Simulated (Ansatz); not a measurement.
**Phonon transport in MgO (Periclase, Fm-3m)**

How well does the lattice of MgO (Periclase) conduct heat?

Measurements to reproduce:
- thermal conductivity 60 W/m/K near room temperature (given in “Combining the AFLOW GIBBS and Elastic Libraries to efficiently and robustly screen thermo-mechanical properties of solids”, 2017, arXiv:1611.05714)
- thermal conductivity 60 W/m/K near room temperature (given in “Predicting the lattice thermal conductivity of solids by solving the Boltzmann transport equation: AFLOW - AAPL an automated, accurate and efficient framework”, 2017, arXiv:1611.05481)

Program: Ansatz 0.2.0. Level of theory: DFT LDA, scalar-relativistic, plane waves, PAW; PAW set soft_1. Results are calculated unless marked as measured.

The database entry behind the starting cell differs from later determinations by our own check (about 0.1 % long), so it need not match the best structure at ambient conditions.

## Step 1: Set-up

Symmetry: Fm-3m, No. 225, cubic system. The conventional cell has a = 4.217 Å, b = 4.217 Å, c = 4.217 Å, α = 90.00°, β = 90.00°, γ = 90.00°. Nearest to Mg lie 6 O at 2.11 Å. Nearest to O lie 6 Mg at 2.11 Å. Farther neighbours and most contacts between anions are not listed.

## Step 2: A first coarse run

Before spending time, one coarse run tells the gap and the pressure of the starting cell.

Input file input.yaml:

```yaml
crystal:
  lattice:
    - [0.0, 2.1085, 2.1085]
    - [2.1085, 0.0, 2.1085]
    - [2.1085, 2.1085, 0.0]
  atoms:
    - { symbol: Mg, position: [0.0, 0.0, 0.0] }
    - { symbol: O, position: [0.5, 0.5, 0.5] }
kpoints:
  mp_grid: { grid: [8, 8, 8] }
hamiltonian:
  xc: lda
  pseudopotentials: { kind: paw, azcp: { folder: soft_1 }, xc_functional: pbe }
scf:
  occupations: { method: gaussian, width: 0.1 }
  lower_state_search: "off"
output:
  forces: true
  stress: true
  eigenvalues: true
```

The run is started by

```bash
ansatz run input.yaml --threads 18 --pin off --max-ram 92160MiB --backend cuda --events-out ev --progress --plain --runs-dir out --max-vram 78GiB
```

Numbers of over 12 decimals in the logs are rounded to 6 here.

Log:

```text
Engine: ansatz 0.2.0, aarch64-unknown-linux-gnu
Pseudopotentials: kind: paw
Pseudopotential: Mg, paw, valence charge 10, recommended cutoff 420 eV (normal), soft_1/Mg.paw.azcp
Pseudopotential: O, paw, valence charge 6, recommended cutoff 420 eV (normal), soft_1/O.paw.azcp
Functional definition: SPW92
  exchange = slater_x
  correlation = pw_c
device memory: the entry about to start is reckoned to put 0.6 GiB on a device that reports 180.6 GiB free (of which the cap on the GPU budget leaves the run 78.0 GiB)
GPU FFT provider: cuFFT
GPU libraries: cuBLAS 13.8.1, cuFFT 12.4.0, cuSOLVER 12.3.2
GPU matrix products: emulated (plane waves: as basis.precision tells), large ones in fixed point in workspaces of 1.00 GiB
Crystal: 2 atoms, lattice volume = 18.748 Å³
Basis set: ecut = 420 eV, 339 PW (Γ)
Bands: 12, of which v1, the nominal top of the filled ones, is band 8 counted from 1 (7 counted from 0)
Symmetry: 48 space group operations
Space group: Fm-3m (ITA 225), of the structure as read, at distance tolerance 2.7e-5 Å
k-points: 29 of 512
Non-local potential: Mg, projectors of the file, l = 0: 3, l = 1: 2, l = 2: 1
Non-local potential: O, projectors of the file, l = 0: 2, l = 1: 2, l = 2: 1
PAW form: soft (Blöchl's): semilocal exchange-correlation on the pseudo side does not see the compensation charge
PAW frozen core: Mg, regenerated for the run's functional, and the local potential with it (the file was generated under x = pbe(κ = 0.804, μ = 0.219515), c = pbe(β = 0.066725))
PAW frozen core: O, regenerated for the run's functional, and the local potential with it (the file was generated under x = pbe(κ = 0.804, μ = 0.219515), c = pbe(β = 0.066725))
PAW one-centre angular grid: Mg, 110 points (default); XC on 64 Gauss nodes
PAW one-centre angular grid: O, 110 points (default); XC on 64 Gauss nodes
Initial density: superposition of atomic densities (chi_scale 0.1, normalization cell, long waves kept (reshape's long-wave potential 0.00 eV rms))
Initial wavefunctions: pseudopotential atomic-orbital guess
GPU buffer pool allocated for 8000 grid points (all kernels)
GPU transforms: local potential and band sums: pruned to the plane-wave sphere, on 20×20×20
Functional: x = slater, c = lda
SCF iter   1: F=—  HF=-2460.096443 eV  |F-HF|=—  |Δ(HF+E_count)|=         —  Δρ=6.84e-2  dr2=4.51e-1  ethr=3.10e-3  ⟨swp⟩=5.9  Hψ=2109  notcnv=0
preconditioner: auto → none  [insulator: Δε(μ)=4.373 eV  Ē_g=18.048 eV  σ=0.100 eV  W_gap=1.00  n_scr=8 (ndim 8)  ℏωp=24.3 eV  f_vac=0.000  D(μ)=0.00/eV (n_scr^D=0)  ε∞_Penn≈2.8]
SCF iter   2: F=—  HF=-2460.027252 eV  |F-HF|=—  |Δ(HF+E_count)|=   6.92e-2  Δρ=2.58e-2  dr2=7.31e-2  ethr=2.82e-3  ⟨swp⟩=2.1  Hψ=708  notcnv=0
SCF iter   3: F=—  HF=-2460.045610 eV  |F-HF|=—  |Δ(HF+E_count)|=   1.84e-2  Δρ=4.20e-3  dr2=2.12e-3  ethr=4.57e-4  ⟨swp⟩=2.7  Hψ=619  notcnv=0
SCF iter   4: F=—  HF=-2460.046999 eV  |F-HF|=—  |Δ(HF+E_count)|=   1.39e-3  Δρ=2.75e-4  dr2=1.11e-5  ethr=1.33e-5  ⟨swp⟩=2.7  Hψ=473  notcnv=0
SCF iter   5: F=—  HF=-2460.046981 eV  |F-HF|=—  |Δ(HF+E_count)|=   1.78e-5  Δρ=1.27e-4  dr2=1.37e-6  ethr=6.96e-8  ⟨swp⟩=2.0  Hψ=580  notcnv=0
SCF iter   6: F=-2460.046980 eV  HF=-2460.046980 eV  |F-HF|=1.65e-8  |Δ(HF+E_count)|=   7.85e-7  Δρ=1.07e-5  dr2=5.23e-9  ethr=6.25e-10  ⟨swp⟩=4.0  Hψ=2126  notcnv=0
SCF 1 converged in 6 iterations: F = -2460.046980 eV  dr2 = 5.23e-9
  greatest PAW one-centre occupation: 1.000 electrons in one spin orbital (limit 2), on the Mg atom at site 0 (counted from 0), in its partial waves of l = 1
SCF converged after 6 iterations
Free energy (F): -2460.046980 eV
Harris-Foulkes:  -2460.046980 eV  (|F-HF|=1.65e-8)
Internal energy: -2460.046980 eV  (E = F + TS)
E sigma→0 (E₀):  -2460.046980 eV
Fermi energy:    9.953707 eV
--- Per-component energies (eV) ---
  E_band       = -297.532710
  E_kinetic    = 242.261789
  E_local      = -1693.884782  (includes V_loc(G=0)·N_el)
  E_nonlocal   = 249.355669
  E_hartree    = 560.137182
  E_xc         = -99.085742
  E_vxc        = -127.829104  (∫ρ·V_xc dr)
  E_paw        = -431.222396  (= ΣΔE_a)
  E_vpaw       = -87.713034  (= ΣTr[D̂ρ^β])
  E_aug_tail   = 0.000775  (compensation charges beyond the density's cutoff)
  E_ewald      = -1287.856876
  E_core_change = 0.247401  (= ΣΔE_core)
  E_smearing   = -0.000000  (= −TS)
  E_closure    = -0.000000  (closes the sum)
  Σ components = -2460.046980   (vs F -2460.046980, Δ=0.00e0)
--- Forces (eV/Å), atoms counted from 1 ---
  atom   1  Mg     0.00000000     0.00000000    -0.00000000
  atom   2  O     -0.00000000    -0.00000000     0.00000000
  max |Σ_I F_I| component: 3.03e-24 eV/Å
--- Stress (GPa, compression-positive) ---
       -6.402020       0.000000      -0.000000
        0.000000      -6.402020       0.000000
       -0.000000      -0.000000      -6.402020
  P = ⅓ Tr σ = -6.4020 GPa (-64.020 kbar)
--- Band table (eV; the first three rows and the last of 29) ---
  k-point 0: bands = [... 4 lower, -9.3413, 7.6386, 7.6386, 7.6386, 12.2664, 23.1602, 23.1602, 23.1602]
  k-point 1: bands = [... 4 lower, -9.1666, 6.6767, 7.5350, 7.5350, 13.1720, 21.5082, 23.5109, 23.5109]
  k-point 2: bands = [... 4 lower, -8.7126, 4.9585, 7.2971, 7.2971, 14.5907, 19.9772, 23.9820, 23.9820]
  k-point 28: bands = [... 4 lower, -7.6673, 4.6660, 4.6660, 5.8443, 19.0725, 19.0725, 19.4721, 22.8527]
```

Elapsed: 1.4 s, on 1 × NVIDIA GB200 with 18 threads of Arm Neoverse V2, shared host; peak memory 0.93 GiB.

This step gave:

```yaml
pressure: -6.402 GPa
gap_on_the_k_mesh: 4.628 eV
volume_per_atom: 9.374 Å³/atom
```

The start is under -6.4 GPa at this level and looks like an insulator or semiconductor on this mesh.

## Step 3: Relaxation

The vibrations must be taken about the equilibrium of this functional, not about the starting cell, so the structure is relaxed.

input.yaml, the sections that differ from step 2:

```yaml
kpoints:
  mp_grid: { grid: [10, 10, 10] }
scf:
  occupations: { method: gaussian, width: 0.02 }
  lower_state_search: "off"
relax:
  adjacent_minimum: "off"
  f_tol: 0.005
  max_steps: 80
  cell: { stress_tol: 0.05 }
# crystal, hamiltonian, output: as in step 2
```

Log:

```text
[...]
Crystal: 2 atoms, lattice volume = 18.748 Å³
Basis set: ecut = 420 eV, 339 PW (Γ)
Bands: 12, of which v1, the nominal top of the filled ones, is band 8 counted from 1 (7 counted from 0)
Symmetry: 48 space group operations
[...]
k-points: 47 of 1000
[...]
SCF iter   1: F=—  HF=-2460.095850 eV  |F-HF|=—  |Δ(HF+E_count)|=         —  Δρ=6.83e-2  dr2=4.50e-1  ethr=3.10e-3  ⟨swp⟩=6.1  Hψ=3467  notcnv=0
[...]
SCF iter   2: F=—  HF=-2460.027289 eV  |F-HF|=—  |Δ(HF+E_count)|=   6.86e-2  Δρ=2.59e-2  dr2=7.31e-2  ethr=2.81e-3  ⟨swp⟩=2.1  Hψ=1151  notcnv=0
[...]
SCF iter   6: F=-2460.047072 eV  HF=-2460.047072 eV  |F-HF|=1.39e-8  |Δ(HF+E_count)|=   6.56e-7  Δρ=1.04e-5  dr2=5.90e-9  ethr=6.25e-10  ⟨swp⟩=3.0  Hψ=2308  notcnv=0
SCF 1 converged in 6 iterations: F = -2460.047072 eV  dr2 = 5.90e-9
[...]
relax step   1: F+E_penalty+E_count = -2460.04707235 eV  Δ(F+E_penalty+E_count) = +0.000e0 eV  max|allowed force component| = 1.982e-25 eV/Å  Δτ_max = 0.0000 Å  P = -6.397 GPa  Ω = 18.748 Å³  (6 SCF iters, dr2 threshold 1.00e-7 eV, accepted)
[...]
Crystal: 2 atoms, lattice volume = 18.430 Å³
[...]
iter 1 solved again at ethr=3.14e-6 eV; its pass at ethr=3.10e-3 eV (dr2=5.02e-4 eV) is discarded
[...]
SCF iter   2: F=—  HF=-2460.058230 eV  |F-HF|=—  |Δ(HF+E_count)|=   1.17e-4  Δρ=6.11e-4  dr2=4.96e-5  ethr=3.07e-6  ⟨swp⟩=2.4  Hψ=734  notcnv=0
[...]
SCF iter   6: F=-2460.058215 eV  HF=-2460.058215 eV  |F-HF|=2.68e-11  |Δ(HF+E_count)|=  6.59e-11  Δρ=4.80e-7  dr2=1.36e-11  ethr=3.16e-12  ⟨swp⟩=1.2  Hψ=1745  notcnv=0
SCF 2 converged in 6 iterations: F = -2460.058215 eV  dr2 = 1.36e-11
relax step   2: F+E_penalty+E_count = -2460.05821539 eV  Δ(F+E_penalty+E_count) = -1.114e-2 eV  max|allowed force component| = 8.347e-27 eV/Å  Δτ_max = 0.0000 Å  P = -3.723 GPa  Ω = 18.430 Å³  energy of the carried Pulay correction = +1.066e-3 eV  (6 SCF iters, dr2 threshold 2.00e-7 eV, accepted)
[...]
Crystal: 2 atoms, lattice volume = 18.005 Å³
[...]
SCF 3 converged in 6 iterations: F = -2460.064415 eV  dr2 = 6.75e-12
relax step   3: F+E_penalty+E_count = -2460.06441517 eV  Δ(F+E_penalty+E_count) = -6.200e-3 eV  max|allowed force component| = 4.793e-26 eV/Å  Δτ_max = 0.0000 Å  P = +0.220 GPa  Ω = 18.005 Å³  energy of the carried Pulay correction = +2.521e-3 eV  (6 SCF iters, dr2 threshold 2.00e-7 eV, accepted)
[...]
relax step   4: F+E_penalty+E_count = -2460.06435029 eV  Δ(F+E_penalty+E_count) = +6.488e-5 eV  max|allowed force component| = 3.770e-27 eV/Å  Δτ_max = 0.0000 Å  P = -0.007 GPa  Ω = 18.028 Å³  energy of the carried Pulay correction = +2.440e-3 eV  (6 SCF iters, dr2 threshold 1.21e-7 eV, accepted)
[...]
relax step   5: F+E_penalty+E_count = -2460.06240339 eV  Δ(F+E_penalty+E_count) = +1.947e-3 eV  max|allowed force component| = 6.968e-29 eV/Å  Δτ_max = 0.0000 Å  P = -0.213 GPa  Ω = 18.028 Å³  stress off target by 2.13e-1 GPa  SCF on the basis re-selected at this cell (its energy is not comparable with the rows above)  (6 SCF iters)
[...]
relax step   6: F+E_penalty+E_count = -2460.06249132 eV  Δ(F+E_penalty+E_count) = -8.792e-5 eV  max|allowed force component| = 1.346e-27 eV/Å  Δτ_max = 0.0000 Å  P = -0.001 GPa  Ω = 18.006 Å³  energy of the carried Pulay correction = +7.328e-5 eV  (6 SCF iters, dr2 threshold 1.14e-7 eV, accepted)
[...]
SCF iter   1: F=—  HF=-2460.062265 eV  |F-HF|=—  |Δ(HF+E_count)|=         —  Δρ=2.98e-5  dr2=2.26e-8  ethr=1.28e-7  ⟨swp⟩=3.0  Hψ=5091  notcnv=0
[...]
SCF iter   2: F=—  HF=-2460.062277 eV  |F-HF|=—  |Δ(HF+E_count)|=   1.21e-5  Δρ=1.35e-5  dr2=3.90e-9  ethr=1.41e-10  ⟨swp⟩=2.6  Hψ=968  notcnv=0
[...]
SCF iter   8: F=-2460.062277 eV  HF=-2460.062277 eV  |F-HF|=0.00e0  |Δ(HF+E_count)|=  9.09e-13  Δρ=3.46e-11  dr2=1.11e-19  ethr=1.00e-12  ⟨swp⟩=1.7  Hψ=1399  notcnv=0
SCF 7 converged in 8 iterations: F = -2460.062277 eV  dr2 = 1.11e-19
relax step   7: F+E_penalty+E_count = -2460.06227658 eV  Δ(F+E_penalty+E_count) = +2.147e-4 eV  max|allowed force component| = 1.788e-29 eV/Å  Δτ_max = 0.0000 Å  P = -0.007 GPa  Ω = 18.006 Å³  stress off target by 7.20e-3 GPa  SCF on the basis re-selected at this cell (its energy is not comparable with the rows above)  (8 SCF iters)
basis re-selected at this cell: Δ(F+E_penalty+E_count) = +2.147e-4 eV, ΔP = -0.006 GPa vs the last step (what re-selecting the basis moved, of the pressure what is left beyond the Pulay correction that the steps carried, after the strain that the cell walked since its last selection, with what the two solves' SCF thresholds leave and, on support functions, any second-order correction that the steps lacked; it is no m [...]
SCF converged after 8 iterations
Free energy (F): -2460.062277 eV
[...]
Internal energy: -2460.062277 eV  (E = F + TS)
E sigma→0 (E₀):  -2460.062277 eV
Fermi energy:    10.659776 eV
[...]
--- Stress (GPa, compression-positive) ---
       -0.007199      -0.000000      -0.000000
       -0.000000      -0.007199      -0.000000
       -0.000000      -0.000000      -0.007199
  P = ⅓ Tr σ = -0.0072 GPa (-0.072 kbar)
--- Band table (eV; the first three rows and the last of 47) ---
  k-point 0: bands = [... 4 lower, -9.0479, 8.1453, 8.1453, 8.1453, 13.1742, 23.8869, 23.8869, 23.8869]
  k-point 1: bands = [... 4 lower, -8.9265, 7.4816, 8.0728, 8.0728, 13.7921, 22.6480, 24.1372, 24.1372]
  k-point 2: bands = [... 4 lower, -8.5919, 6.1105, 7.8887, 7.8887, 14.9617, 21.1649, 24.6572, 24.6572]
  k-point 46: bands = [... 4 lower, -7.2504, 4.6484, 5.4873, 6.3182, 19.1502, 20.1435, 20.4370, 24.3011]
--- Relaxed structure (5 steps of the walk, 5 accepted, 2 SCFs on fresh bases) ---
  F+E_penalty+E_count = -2460.06227658 eV   max|allowed force component| = 1.788e-29 eV/Å   (the final SCF, on the basis selected at the relaxed cell)
  cell:  # Å, volume = 18.0062 Å³
    - [0, 2.080323, 2.080323]
    - [2.080323, 0, 2.080323]
    - [2.080323, 2.080323, 0]
  atoms:
    - { symbol: Mg, position: [0, 0, 0] }
    - { symbol: O, position: [0.5, 0.5, 0.5] }
```

The job ended after 3.7 s (1 × NVIDIA GB200 with 18 threads; peak memory 0.91 GiB).

The steps of the relaxation:

```csv
step,energy less that of the first step (eV),largest force component (eV/Å),pressure (GPa),volume (Å³)
1,0.0000,0.0000,-6.40,18.75
2,-0.0111,0.0000,-3.72,18.43
3,-0.0173,0.0000,0.22,18.00
4,-0.0173,0.0000,-0.01,18.03
5,-0.0153,0.0000,-0.21,18.03
6,-0.0154,0.0000,0.00,18.01
7*,-0.0152,0.0000,-0.01,18.01
```

Relaxation steps marked * repeat the geometry before them on a plane-wave basis chosen anew for their cell, so energy and pressure can jump there. The log counts 2 steps on a newly chosen plane-wave basis, not all of them marked here; energy and pressure can jump at such steps.

Forces are held to the 48 operations that the run works with; a distortion that breaks them can't arise in this run.

```csv
"conventional cell, symmetrised",before,after,change
a (Å),4.217,4.161,-1.3 %
b (Å),4.217,4.161,-1.3 %
c (Å),4.217,4.161,-1.3 %
volume (Å³/atom),9.37,9.00,-4.0 %
```

Final coordinates:

```
Mg O
1.0
     0.00000    2.08032    2.08032
     2.08032    0.00000    2.08032
     2.08032    2.08032    0.00000
Mg O
1 1
Direct
  0.00000 0.00000 0.00000
  0.50000 0.50000 0.50000
```

Numbers from this step:

```
pressure          : -0.007199 GPa
gap on the k-mesh : 5.029 eV
volume per atom   : 9.003 Å³/atom
```

The relaxation ends with a pressure of -0.01 GPa.

## Step 4: Relaxing to small residual forces and stress

The thresholds are tightened for a last relaxation ahead of the phonons, and where mesh or smearing change with them the cell follows.

input.yaml, the sections that differ from step 3:

```yaml
crystal:
  lattice:
    - [0.0, 2.0803230081, 2.0803230081]
    - [2.0803230081, 0.0, 2.0803230081]
    - [2.0803230081, 2.0803230081, 0.0]
  atoms:
    - { symbol: Mg, position: [0.0, 0.0, 0.0] }
    - { symbol: O, position: [0.5, 0.5, 0.5] }
kpoints:
  mp_grid: { grid: [12, 12, 12] }
scf:
  occupations: { method: fixed }
  lower_state_search: "off"
relax:
  adjacent_minimum: "off"
  f_tol: 0.001
  max_steps: 60
  cell: { stress_tol: 0.01 }
# hamiltonian, output: as in step 3
```

Log:

```text
[...]
GPU FFT provider: cuFFT
GPU libraries: cuBLAS 13.8.1, cuFFT 12.4.0, cuSOLVER 12.3.2
[...]
Crystal: 2 atoms, lattice volume = 18.006 Å³
Basis set: ecut = 420 eV, 339 PW (Γ)
Bands: 12, of which v1, the nominal top of the filled ones, is band 8 counted from 1 (7 counted from 0)
Symmetry: 48 space group operations
[...]
k-points: 72 of 1728
[...]
k-point 71: bands = [... 4 lower, -7.2430, 5.0450, 5.0450, 6.2762, 19.8489, 19.8489, 20.4674, 23.8944]
--- Relaxed structure (1 steps of the walk, 1 accepted, 1 SCFs on fresh bases) ---
[...]
cell:  # Å, volume = 18.0062 Å³
    - [0.0, 2.0803230081, 2.0803230081]
    - [2.0803230081, 0.0, 2.0803230081]
    - [2.0803230081, 2.0803230081, 0.0]
  atoms:
    - { symbol: Mg, position: [0.0, 0.0, 0.0] }
    - { symbol: O, position: [0.5, 0.5, 0.5] }
[key lines of the parts left out:]
SCF converged after 5 iterations
Free energy (F): -2460.062319 eV
Fermi energy:    8.145263 eV
P = ⅓ Tr σ = -0.0095 GPa (-0.095 kbar)
```

Elapsed: 1.5 s, on 1 × NVIDIA GB200 with 18 threads; peak memory 0.9 GiB; 3.1 s of CPU time.

Little changed from the start: no atom moved by 0.005 Å and no cell edge by 0.1 %.

Numbers from this step:

```
pressure : -0.009542 GPa
```

The residual pressure is -0.0095 GPa, small enough for phonons.

(Part 1 of 2 ends here.)

[Logs are printed without paths, hosts, clocks, repeated set-up lines and the standing remarks that a program may print on its own settings, such as how far it seeks lower states.]

[Hosts, paths, dates, database ids (printed as entryN), source tags and the programs' standing remarks are cut or masked in the printed files.]

[A step with changed settings may run another functional than the one named; its input shows which.]
